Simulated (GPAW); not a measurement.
# How the form of the self-energy moves the gap of TiO2 (Anatase), part 2 of 2

How much does the gap of TiO2 (Anatase) depend on the approximation to the self-energy?

GPAW 26.7.0; LDA and many-body steps on it, plane waves. Known limits of the many-body steps: not at the basis limit.

So far. Step 3 (G0W0, Godby-Needs plasmon pole): The gap on the mesh goes from 2.07 eV to 3.97 eV, a correction of +1.90 eV. Step 5 (G0W0, extrapolated in the cutoff): Against G0W0 in GPAW (6×6×6 mesh, 106 bands, screening to 78 eV, Godby-Needs plasmon pole), the gap moves by +0.191 eV.

### 6. One-shot Hartree-Fock

This step: one-shot Hartree-Fock levels on LDA orbitals, plane waves, PAW.

run.py

```python
import json
import numpy as np
from gpaw.mpi import world
from gpaw.hybrids.eigenvalues import non_self_consistent_eigenvalues

dft, vxc, vxc_hyb = non_self_consistent_eigenvalues('full.gpw', 'EXX', 22, 26, kpt_indices=[0, 14, 26])
res = {'dft': dft[0], 'hybrid': (dft - vxc + vxc_hyb)[0]}
if world.rank == 0:
    with open('hybrid.txt', 'w') as f:
        for k, e0, e1 in zip([0, 14, 26], res['dft'], res['hybrid']):
            print(k, ' '.join(f'{x:9.4f}' for x in e0), '|', ' '.join(f'{x:9.4f}' for x in e1), file=f)

if world.rank == 0:
    with open('result.json', 'w') as f:
        json.dump(res, f, default=lambda x: x.tolist())
```

On the command line:

```sh
$ mpirun -n 8 gpaw python run.py
```

Numbers of over 12 decimals in the logs are rounded to 6 here.

Log:

```text
IBZ(<points: 30, symmetries: 8>)
Occupied bands: 24
Transforming wave functions from IBZ to BZ: 0.083 seconds
Distributing wave functions and iFFT-ing to real space: 0.565 seconds
Calculating eigenvalues:
  k-points: 3
  Bands: 22-25 (inclusive)
  Seconds: 5.409 (wave-function broadcasting: 0.013 seconds)
HSE06-eigenvalue shifts:
  min: -4.676 eV
  ave: 2.081 eV
  max: 9.171 eV
```

It took 8.5 s on 8 MPI ranks of Arm Neoverse V2, shared host; peak memory 4.4 GiB; 67 s of CPU time.

Numbers from this step:

- starting gap on the mesh: 2.069 eV
- hybrid gap on the mesh: 14.68 eV
- least direct hybrid gap on the computed points: 15.13 eV

### 7. G0W0, full frequency, Hilbert transform

This step: G0W0 on LDA, plane waves, PAW.

run.py

```python
import json
import numpy as np
from gpaw.mpi import world
from gpaw.response.g0w0 import G0W0

gw = G0W0('full.gpw',
    filename='gw',
    kpts=[0, 14, 26],
    bands=(22, 26),
    ecut=78,
    nbands=106,
    integrate_gamma='WS',
    frequencies={'type': 'nonlinear', 'domega0': 0.1, 'omega2': 15.0},
    eta=0.1,
    nblocksmax=True)
gw.calculate()
res = {mode: {k: v for k, v in r.items() if k != 'sigma_eskwn'}
       for mode, r in gw.all_results.items()}

if world.rank == 0:
    with open('result.json', 'w') as f:
        json.dump(res, f, default=lambda x: x.tolist())
```

On the command line:

```sh
$ mpirun -n 8 gpaw python run.py
```

Log:

```text
Using integrator: PointIntegrator
NonLinearFrequencyDescriptor(from 0.000 to 116.041 eV, 277 points)
Nonperiodic BCs:  [False False False]
Using integrator: PointIntegrator
NonLinearFrequencyDescriptor(from 0.000 to 116.041 eV, 277 points)
Nonperiodic BCs:  [False False False]
  ___  _ _ _
 |   || | | |
 | | || | | |
 |__ ||_____|
 |___|

BZ k-points: Symmetries present (total): 8

  [... matrices ...]
216 k-points: 6 x 6 x 6 Monkhorst-Pack grid + [1/12,1/12,1/12]
30 k-points in the irreducible part of the Brillouin zone
[...]
24   0.000   5.783 -21.088 -13.060  -5.296  -0.362   0.734   7.790
[...]
k-point 1 (14): (0.333, 0.333, -0.333)                GW
band       f     eps     vxc     exx   sigma  dsigma       Z      qp
                                                                   GW
[...]
k-point 2 (26): (0.500, 0.500, 0.000)                GW
band       f     eps     vxc     exx   sigma  dsigma       Z      qp
                                                                   GW
[...]
24   0.000   7.063 -23.044 -13.873  -6.141  -0.422   0.703   9.194
  25   0.000   7.063 -23.044 -13.873  -6.141  -0.422   0.703   9.194
```

Elapsed: 8.7 min, on 8 MPI ranks; peak memory 5.5 GiB; 69 min of CPU time.

Numbers from this step:

```yaml
g0w0_gap_on_the_points_computed: 3.873 eV
least_direct_g0w0_gap_on_the_computed_points: 4.204 eV
starting_gap_on_the_mesh: 2.069 eV
k_of_the_valence_top: 0.5, 0.5, 0
k_of_the_conduction_bottom: 0, 0, 0
```

Against G0W0 in GPAW (6×6×6 mesh, 106 bands, screening to 78 eV, Godby-Needs plasmon pole), the gap moves by −0.093 eV.

### 8. Side by side

Times are wall times on 8 MPI ranks of Arm Neoverse V2, shared host, good to a factor of about two.

| run | mesh | bands | screening cutoff (eV) | DFT gap (eV) | gap on the mesh (eV) | direct (eV) | time |
| --- | --- | --- | --- | --- | --- | --- | --- |
| G0W0, Godby-Needs plasmon pole | 6×6×6 | 106 | 78 | 2.069 | 3.967 | 4.308 | 5.7 min |
| one-shot HSE06 | 6×6×6 | - | - | 2.069 | 4.675 | 5.030 | 7.9 s |
| G0W0, extrapolated in the cutoff | 6×6×6 | - | 130 | 2.069 | 4.158 | 4.514 | 22 min |
| one-shot Hartree-Fock | 6×6×6 | - | - | 2.069 | 14.678 | 15.127 | 8.5 s |
| G0W0, full frequency, Hilbert transform | 6×6×6 | 106 | 78 | 2.069 | 3.873 | 4.204 | 8.7 min |

### 9. Results

| Quantity | Value |
| --- | --- |
| G0W0, Godby-Needs plasmon pole | 3.967 eV |
| one-shot HSE06 | 4.675 eV |
| G0W0, extrapolated in the cutoff | 4.158 eV |
| one-shot Hartree-Fock | 14.678 eV |
| G0W0, full frequency, Hilbert transform | 3.873 eV |
| known limits | not at the basis limit |

In words: One-shot HSE06: +0.708 eV against G0W0, Godby-Needs plasmon pole. G0W0, extrapolated in the cutoff: +0.191 eV against G0W0, Godby-Needs plasmon pole, at other bands or cutoff, so not like for like. One-shot Hartree-Fock: +10.711 eV against G0W0, Godby-Needs plasmon pole. G0W0, full frequency, Hilbert transform: −0.093 eV against G0W0, Godby-Needs plasmon pole. Bare exchange alone opens the gap to 14.68 eV; against G0W0, correlation takes back 10.71 eV. One-shot hybrid levels are evaluated on the LDA orbitals. Against experiment, by G0W0, Godby-Needs plasmon pole: the gap of 3.97 eV lies +0.52 eV from the measured 3.45 eV (optical, 2023); the gap of 3.97 eV lies +0.71 eV from the measured 3.261 eV (indirect, 300 K, 2024); the direct gap of 4.31 eV lies +0.33 eV from the measured 3.98 eV (electronic, quoted 2020); the direct gap of 4.31 eV lies +1.13 eV from the measured 3.18 ± 0.03 eV (direct, 300 K, 2022); the gap of 3.97 eV lies +0.80 eV from the measured 3.17 eV (kind not stated, 2020). An exciton line or allowed optical edge lies below the quasiparticle gap by the binding energy; a forbidden edge can push the onset above it. These are gaps on the mesh, at modest bands and cutoff. The calculation has static nuclei and no excitons; a measured gap holds zero-point and thermal motion, which mostly lowers it. A miss this large is more than these effects usually give: tightly bound excitons can cover part of it, absorption edges can read low, one-shot GW can overshoot, and the runs shown don't tell these apart. Bands and cutoff are finite, so the gap is not at the basis limit. The miss can reach some tenths of an eV and take either sign; the mesh is an error of its own. These stock PAW sets were not made for GW. In the G0W0 runs levels were corrected at 3 k points alone, so a gap called «on the mesh» is the least over those, and an edge elsewhere would be missed. The program warns of a poor linear fit in the extrapolation of some level, so the extrapolated values are rough.

[Paths, hosts, dates, memory and timing lines, banners, echoed tables and standing remarks are left out of the program output.]

[Logs are printed without paths, hosts, clocks, repeated set-up lines and the standing remarks that a program may print on its own settings, such as how far it seeks lower states.]

[Runs of the session that timed out or met a known fault of the program may be left out.]

[Hosts, paths, dates, database ids (printed as entryN), source tags and the programs' standing remarks are cut or masked in the printed files.]
